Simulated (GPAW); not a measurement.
**CsGeBr3 (Pm-3m): G0W0 with GPAW, start to end**

How does a plane-wave GW calculation on CsGeBr3 (Pm-3m) run from the first input to the gap?

Calculated with GPAW 26.7.0; LDA and many-body steps on it, plane waves.

## 1. Starting point

Symmetry: Pm-3m, No. 221, cubic system. The conventional cell has a = 5.533 Å, b = 5.533 Å, c = 5.533 Å, α = 90.00°, β = 90.00°, γ = 90.00°. Nearest to Cs lie 12 Br at 3.91 Å. Ge has 6 Br at 2.77 Å nearest. Nearest to Br lie 2 Ge at 2.77 Å and 4 Cs at 3.91 Å. Farther neighbours and most contacts between anions are not listed.

Coordinates:

```
Cs Ge Br
1.0
     5.53333    0.00000    0.00000
     0.00000    5.53333    0.00000
     0.00000    0.00000    5.53333
Cs Ge Br
1 1 3
Direct
  0.00000 0.00000 0.00000
  0.50000 0.50000 0.50000
  0.50000 0.50000 0.00000
  0.50000 0.00000 0.50000
  0.00000 0.50000 0.50000
```

The cell and positions are those that the Materials Project relaxed with its own functionals (PBE, PBE+U or r2SCAN), kept fixed. Spin-orbit coupling is left out unless a step names it.

## 2. Ground state

This step: GPAW 26.7.0; DFT, LDA, plane waves, PAW.

The ground-state density comes first.

run.py

```python
import json
import numpy as np
from gpaw.mpi import world
from ase import Atoms
from gpaw import GPAW, PW, FermiDirac

atoms = Atoms(['Cs', 'Ge', 'Br', 'Br', 'Br'],
    cell=[[5.5333271400, 0.0000000000, 0.0000000000],
      [0.0000000000, 5.5333271400, 0.0000000000],
      [0.0000000000, 0.0000000000, 5.5333271400]],
    scaled_positions=[[0.0000000000, 0.0000000000, 0.0000000000],
      [0.5000000000, 0.5000000000, 0.5000000000],
      [0.5000000000, 0.5000000000, 0.0000000000],
      [0.5000000000, 0.0000000000, 0.5000000000],
      [0.0000000000, 0.5000000000, 0.5000000000]],
    pbc=(True, True, True))
calc = GPAW(mode=PW(450),
    xc='LDA',
    kpts={'size': (4, 4, 4), 'gamma': True},
    occupations=FermiDirac(0.001),
    nbands=-8,
    convergence={'density': 1e-6, 'bands': -3},
    maxiter=100,
    txt='gs.txt')
atoms.calc = calc
res = {'energy': atoms.get_potential_energy()}
kpts = calc.get_ibz_k_points()
res['kpts'] = kpts
res['eigenvalues'] = [calc.get_eigenvalues(kpt=k) for k in range(len(kpts))]
res['n_electrons'] = calc.get_number_of_electrons()
calc.write('gs.gpw')

if world.rank == 0:
    with open('result.json', 'w') as f:
        json.dump(res, f, default=lambda x: x.tolist())
```

On the command line:

```sh
$ mpirun -n 4 gpaw python run.py
```

Numbers of over 12 decimals in the logs are rounded to 6 here.

The log of the run:

```text
__  _  _
 | _ |_)|_||  |
 |__||  | ||/\| - 26.7.0

Input parameters:
  mode=PW(ecut=450.000000),
  convergence={'density': 1e-06, 'bands': -3},
  kpts=MonkhorstPack(size=(4, 4, 4), gamma=True),
  maxiter=100,
  nbands=-8,
  occupations=Occupations(name='fermi-dirac', width=0.001, fixmagmom=False),
  xc=XC(name='LDA')
  [... matrices ...]
Diagonalizing LCAO Hamiltonian
Converting LCAO to pw mode
    .-------------.
   /|             |
  / |             |
 *  |             |
 |  |             |
 | Br     Ge      |
 |  |   Br        |
 |  .-------------.
 | /      Br     /
 |/             /
 Cs------------*

Atoms  # Å, Bohr magnetons
|   | symbol |        x |        y |        z |    initial magnetic moments |
| 0 |     Cs | 0.000000 | 0.000000 | 0.000000 | ( 0.0000,  0.0000,  0.0000) |
| 1 |     Ge | 2.766664 | 2.766664 | 2.766664 | ( 0.0000,  0.0000,  0.0000) |
| 2 |     Br | 2.766664 | 2.766664 | 0.000000 | ( 0.0000,  0.0000,  0.0000) |
| 3 |     Br | 2.766664 | 0.000000 | 2.766664 | ( 0.0000,  0.0000,  0.0000) |
| 4 |     Br | 0.000000 | 2.766664 | 2.766664 | ( 0.0000,  0.0000,  0.0000) |

Unit cell  # Å
| periodic |        x |        y |        z |  lengths |    angles |
|      yes | 5.533327 | 0.000000 | 0.000000 | 5.533327 | 90.000000 |
|      yes | 0.000000 | 5.533327 | 0.000000 | 5.533327 | 90.000000 |
|      yes | 0.000000 | 0.000000 | 5.533327 | 5.533327 | 90.000000 |

Number of symmetries: 48
Symmetry operations  # r_c * U_cc + t_c -> r_c
|    | kind |            matrix            |
|  0 |  E   |  1, 0, 0,  0, 1, 0,  0, 0, 1 |
|  1 |  σ   |  1, 0, 0,  0, 1, 0,  0, 0,-1 |
|  2 |  σ   |  1, 0, 0,  0, 0, 1,  0, 1, 0 |
|  3 |  C4  |  1, 0, 0,  0, 0, 1,  0,-1, 0 |
|  4 |  C4  |  1, 0, 0,  0, 0,-1,  0, 1, 0 |
|  5 |  σ   |  1, 0, 0,  0, 0,-1,  0,-1, 0 |
|  6 |  σ   |  1, 0, 0,  0,-1, 0,  0, 0, 1 |
|  7 |  C2  |  1, 0, 0,  0,-1, 0,  0, 0,-1 |
|  8 |  σ   |  0, 1, 0,  1, 0, 0,  0, 0, 1 |
|  9 |  C2  |  0, 1, 0,  1, 0, 0,  0, 0,-1 |
| 10 |  C3  |  0, 1, 0,  0, 0, 1,  1, 0, 0 |
| 11 |  S6  |  0, 1, 0,  0, 0, 1, -1, 0, 0 |
| 12 |  S6  |  0, 1, 0,  0, 0,-1,  1, 0, 0 |
| 13 |  C3  |  0, 1, 0,  0, 0,-1, -1, 0, 0 |
| 14 |  C4  |  0, 1, 0, -1, 0, 0,  0, 0, 1 |
| 15 |  S4  |  0, 1, 0, -1, 0, 0,  0, 0,-1 |
| 16 |  C3  |  0, 0, 1,  1, 0, 0,  0, 1, 0 |
| 17 |  S6  |  0, 0, 1,  1, 0, 0,  0,-1, 0 |
| 18 |  σ   |  0, 0, 1,  0, 1, 0,  1, 0, 0 |
| 19 |  C4  |  0, 0, 1,  0, 1, 0, -1, 0, 0 |
| 20 |  C2  |  0, 0, 1,  0,-1, 0,  1, 0, 0 |
| 21 |  S4  |  0, 0, 1,  0,-1, 0, -1, 0, 0 |
| 22 |  S6  |  0, 0, 1, -1, 0, 0,  0, 1, 0 |
| 23 |  C3  |  0, 0, 1, -1, 0, 0,  0,-1, 0 |
| 24 |  S6  |  0, 0,-1,  1, 0, 0,  0, 1, 0 |
| 25 |  C3  |  0, 0,-1,  1, 0, 0,  0,-1, 0 |
| 26 |  C4  |  0, 0,-1,  0, 1, 0,  1, 0, 0 |
| 27 |  σ   |  0, 0,-1,  0, 1, 0, -1, 0, 0 |
| 28 |  S4  |  0, 0,-1,  0,-1, 0,  1, 0, 0 |
| 29 |  C2  |  0, 0,-1,  0,-1, 0, -1, 0, 0 |
| 30 |  C3  |  0, 0,-1, -1, 0, 0,  0, 1, 0 |
| 31 |  S6  |  0, 0,-1, -1, 0, 0,  0,-1, 0 |
| 32 |  C4  |  0,-1, 0,  1, 0, 0,  0, 0, 1 |
| 33 |  S4  |  0,-1, 0,  1, 0, 0,  0, 0,-1 |
| 34 |  S6  |  0,-1, 0,  0, 0, 1,  1, 0, 0 |
| 35 |  C3  |  0,-1, 0,  0, 0, 1, -1, 0, 0 |
| 36 |  C3  |  0,-1, 0,  0, 0,-1,  1, 0, 0 |
| 37 |  S6  |  0,-1, 0,  0, 0,-1, -1, 0, 0 |
| 38 |  σ   |  0,-1, 0, -1, 0, 0,  0, 0, 1 |
| 39 |  C2  |  0,-1, 0, -1, 0, 0,  0, 0,-1 |
| 40 |  σ   | -1, 0, 0,  0, 1, 0,  0, 0, 1 |
| 41 |  C2  | -1, 0, 0,  0, 1, 0,  0, 0,-1 |
| 42 |  C2  | -1, 0, 0,  0, 0, 1,  0, 1, 0 |
| 43 |  S4  | -1, 0, 0,  0, 0, 1,  0,-1, 0 |
| 44 |  S4  | -1, 0, 0,  0, 0,-1,  0, 1, 0 |
| 45 |  C2  | -1, 0, 0,  0, 0,-1,  0,-1, 0 |
| 46 |  C2  | -1, 0, 0,  0,-1, 0,  0, 0, 1 |
| 47 |  i   | -1, 0, 0,  0,-1, 0,  0, 0,-1 |

BZ-sampling:
  Number of BZ points: 64
  Number of IBZ points: 10

  Monkhorst-Pack size: [4, 4, 4]
  Monkhorst-Pack shift: [0.125, 0.125, 0.125]

K-points  # in reciprocal-cell coordinates
|   |                                coordinates |     weight |
| 0 | (  0.00000000,   0.00000000,   0.00000000) | 0.01562500 |
| 1 | (  0.25000000,   0.00000000,   0.00000000) | 0.09375000 |
| 2 | (  0.25000000,   0.25000000,   0.00000000) | 0.18750000 |
| 3 | (  0.25000000,   0.25000000,   0.25000000) | 0.12500000 |
| 4 | (  0.50000000,   0.00000000,   0.00000000) | 0.04687500 |
| 5 | (  0.50000000,   0.25000000,   0.00000000) | 0.18750000 |
| 6 | (  0.50000000,   0.25000000,   0.25000000) | 0.18750000 |
| 7 | (  0.50000000,   0.50000000,   0.00000000) | 0.04687500 |
| 8 | (  0.50000000,   0.50000000,   0.25000000) | 0.09375000 |
| 9 | (  0.50000000,   0.50000000,   0.50000000) | 0.01562500 |

Plane wave coefficients: 3743
Cutoff: 450.000000 eV

Spin-components: 1 (collinear spins)
Bands:           25
Projectors:      25
Spin-degeneracy: 2
Datatype:        complex128

  Storage: CPU
  Wave functions: 14_972_000 bytes (3_743_000 per core)
  Projectors: 17_367_520 bytes (4_341_880 per core)
  [... matrices ...]
Parallelization:
  kpt:    2
  domain: 2
  band:   1

Density:
  Valence electrons: 34.0
  Components: 1
  Grid points: [28 28 28]
  Charge: 0.0  # |e|

Potential:
  Grid points: [28 28 28]

species:
  Cs:
    name:    Caesium
    Z:       55.0
    valence: 9
    core:    46
    charge:  0.0  # [|e|]
    compensation charges:
      type: gauss
      rc: 0.33  # [Å]
      lmax: 2
    cutoffs:
      filter: 2.06  # [Å]
      core: 2.51  # [Å]
    projectors
    | kind |    occ | energy [eV] | rcut [Å] |
    |   5s |  2.000 |     -26.872 |    1.164 |
    |   6s |  1.000 |      -2.224 |    1.164 |
    |   5p |  6.000 |     -13.611 |    1.058 |
    |    p |        |      13.601 |    1.058 |
    |    d |        |       0.000 |    1.058 |

    Using partial waves for Cs as LCAO basis

  Ge:
    name:    Germanium
    Z:       32.0
    valence: 4
    core:    28
    charge:  0.0  # [|e|]
    compensation charges:
      type: gauss
      rc: 0.32  # [Å]
      lmax: 2
    cutoffs:
      filter: 1.77  # [Å]
      core: 3.42  # [Å]
    projectors
    | kind |    occ | energy [eV] | rcut [Å] |
    |   4s |  2.000 |     -11.940 |    1.005 |
    |   4p |  2.000 |      -4.047 |    1.005 |
    |    s |        |      15.272 |    1.005 |
    |    p |        |      23.164 |    1.005 |
    |    d |        |       0.000 |    1.005 |

    Using partial waves for Ge as LCAO basis

  Br:
    name:    Bromine
    Z:       35.0
    valence: 7
    core:    28
    charge:  0.0  # [|e|]
    compensation charges:
      type: gauss
      rc: 0.35  # [Å]
      lmax: 2
    cutoffs:
      filter: 1.98  # [Å]
      core: 2.38  # [Å]
    projectors
    | kind |    occ | energy [eV] | rcut [Å] |
    |   4s |  2.000 |     -20.306 |    1.111 |
    |   4p |  5.000 |      -8.003 |    1.111 |
    |    s |        |       6.906 |    1.111 |
    |    p |        |      19.208 |    1.111 |
    |    d |        |       0.000 |    1.111 |

    Using partial waves for Br as LCAO basis

Reference energy: -481089.716145  # eV

eigensolver:
  PPCG
  Converge bands: -3
  niter=2

density mixing:
  MSR1-Mixer
  Pratt-step length: 0.05
  Maximum mixing coefficient: 0.75
  Old densities: 10
  SVD Regularization: 0.005
  Good broyden scale: 1.0
  Trust region scale: 1.0
  Backstep threshold: 4.0
  History deletion threshold: 6.0
  Fourier metric: weight=20.0, sigma=0.015

occupation numbers:
  Fermi-Dirac:
    width: 0.0010  # eV

poisson solver:
  ecut: 3600.000000  # eV

xc functional:
  name: None

Initialization done in: 0.875 s

convergence criteria:
- Maximum integral of absolute [dens]ity change: 1e-06 electrons / valence electron
- Maximum [total energy] change in last 3 cyles: 0.0005 eV / valence electron
- Maximum integral of absolute [eigenst]ate change: 4e-08 eV^2 / valence electron
maximum number of iterations: 100

SCF iterations
|iter     |     time |      energy | eigst |  dens |
|iter:   1|  |  -18.484964 | +0.63 |       |
|iter:   2|  |  -18.402495 | -0.55 | -1.28 |
|iter:   3|  |  -18.043541 | -1.18 | -1.32 |
|iter:   4|  |  -18.038723 | -2.02 | -1.92 |
|iter:   5|  |  -18.038189c| -2.21 | -2.29 |
|iter:   6|  |  -18.038193c| -3.17 | -3.06 |
|iter:   7|  |  -18.038195c| -3.11 | -3.73 |
|iter:   8|  |  -18.038195c| -3.67 | -4.25 |
|iter:   9|  |  -18.038195c| -2.01 | -5.38 |
|iter:  10|  |  -18.038195c| -3.21 | -5.94 |
|iter:  11|  |  -18.038195c| -4.11 | -6.67c|
|iter:  12|  |  -18.038195c| -5.13 | -7.28c|
|iter:  13|  |  -18.038195c| -5.65 | -7.97c|
|iter:  14|  |  -18.038195c| -6.34 | -8.34c|
|iter:  15|  |  -18.038195c| -6.70 | -8.67c|
|iter:  16|  |  -18.038195c| -7.47c| -9.07c|

Converged in 16 steps
SCF loop duration: 5.233 s (0.327 s/step)
Energy contributions relative to reference atoms: (reference = -481089.716145)
  [... matrices ...]
Energy contributions:
  Kinetic:          16.590475
  Coulomb:         -17.697541
  Zero:             -0.130052
  External:          0.000000
  Xc:              -16.801076
  Entropy:          -0.000000
  Spinorbit:         0.000000
  ----------------------------
  Free energy:     -18.038195
  Extrapolated:    -18.038195

dipole moment: (-53.121114, -53.121114, -53.121114)  # |e|*Ang

Fermi level: 3.594
Eigenvalues  # (at kpt = [0.000, 0.000, 0.000])
| band index |      eig [eV] | occ [0-2] |
|          0 |       -18.090 |     2.000 |
|        ... |               |           |
|          9 |        -1.911 |     2.000 |
|         10 |        -1.911 |     2.000 |
|         11 |         0.773 |     2.000 |
|         12 |         0.773 |     2.000 |
|         13 |         0.773 |     2.000 |
|         14 |         1.024 |     2.000 |
|         15 |         1.024 |     2.000 |
|         16 |         1.024 |     2.000 |
|         17 |         6.057 |     0.000 |
|         18 |         6.842 |     0.000 |
|         19 |         6.842 |     0.000 |
|         20 |         7.562 |     0.000 |
|         21 |         7.562 |     0.000 |
|         22 |         7.562 |     0.000 |
|         23 |         8.531 |     0.000 |
|         24 |         8.531 |     0.000 |

Gap: 0.518 eV
Transition (v -> c):
  (s=0, k=9, n=16, [0.50, 0.50, 0.50]) -> (s=0, k=9, n=17, [0.50, 0.50, 0.50])
No difference between direct/indirect transitions
# Writing to gs.gpw (mode='')
  [... matrices ...]
```

Wall time 7.6 s (4 MPI ranks of Arm Neoverse V2, shared host); peak memory 0.67 GiB; 30 s of CPU time.

This step gave:

```yaml
total_energy: -18.04 eV
gap: 0.5184 eV
k_of_the_valence_top: 0.5, 0.5, 0.5
k_of_the_conduction_bottom: 0.5, 0.5, 0.5
least_direct_gap: 0.5184 eV
```

The gap is direct, at (0.500, 0.500, 0.500).

## 3. Empty states on the mesh, 2×2×2 mesh, 211 bands

The sums over transitions need many empty states on a uniform mesh; this step solves for them.

run.py

```python
import json
import numpy as np
from gpaw.mpi import world
from gpaw import GPAW

calc = GPAW('gs.gpw').fixed_density(kpts={'size': (2, 2, 2), 'gamma': True},
    nbands=246,
    convergence={'bands': 211},
    txt='nscf.txt')
calc.write('full.gpw', mode='all')
res = {}
kpts = calc.get_ibz_k_points()
res['kpts'] = kpts
res['eigenvalues'] = [calc.get_eigenvalues(kpt=k) for k in range(len(kpts))]
res['n_electrons'] = calc.get_number_of_electrons()

if world.rank == 0:
    with open('result.json', 'w') as f:
        json.dump(res, f, default=lambda x: x.tolist())
```

On the command line:

```sh
$ mpirun -n 4 gpaw python run.py
```

The log of the run:

```text
Diagonalizing LCAO Hamiltonian
Converting LCAO to pw mode
convergence criteria:
- Maximum integral of absolute [eigenst]ate change: 4e-08 eV^2 / valence electron
maximum number of iterations: 100

SCF iterations
|iter     |     time |      energy | eigst |  dens |
|iter:   1|  |             | +4.23 |       |
|iter:   2|  |             | +3.06 |       |
|iter:   3|  |             | +1.96 |       |
[...]
|iter:  14|  |             | -7.00 |       |
|iter:  15|  |             | -7.30 |       |
|iter:  16|  |             | -7.66c|       |
SCF steps: 16
  __  _  _
 | _ |_)|_||  |
 |__||  | ||/\| - 26.7.0

Input parameters:
  mode=PW(ecut=450.000000),
  convergence={'bands': 211},
  gpts=array([28, 28, 28]),
  kpts=MonkhorstPack(size=(2, 2, 2), gamma=True),
  maxiter=100,
  nbands=246,
  occupations=Occupations(name='fermi-dirac', width=0.001, fixmagmom=False),
  parallel={},
  xc=XC(name='LDA')
# Writing to full.gpw (mode='all')
  [... matrices ...]

timing:  # [seconds]
  Total: 0.039  # ━━━━━━━━━━━━━━━━━━━━━━━━━━━━━━━━━━━━━━━━━━━━━━━━━━━━━━━━━━━
```

Run time: 31 s. Hardware: 4 MPI ranks; peak memory 0.96 GiB.

This step gave:

```
gap                                                           : 0.5184 eV
k of the valence top                                          : 0.5, 0.5, 0.5
k of the conduction bottom                                    : 0.5, 0.5, 0.5
least direct gap                                              : 0.5184 eV
k points computed                                             : 4
lowest point of the top converged band, above the valence top : 57.1077 eV
```

On this mesh the gap is 0.518 eV.

[end of part 1 of 2]

[Paths, hosts, dates, memory and timing lines, banners, echoed tables and standing remarks are left out of the program output.]

[Logs are printed without paths, hosts, clocks, repeated set-up lines and the standing remarks that a program may print on its own settings, such as how far it seeks lower states.]

[Runs of the session that timed out or met a known fault of the program may be left out.]

[Hosts, paths, dates, database ids (printed as entryN), source tags and the programs' standing remarks are cut or masked in the printed files.]
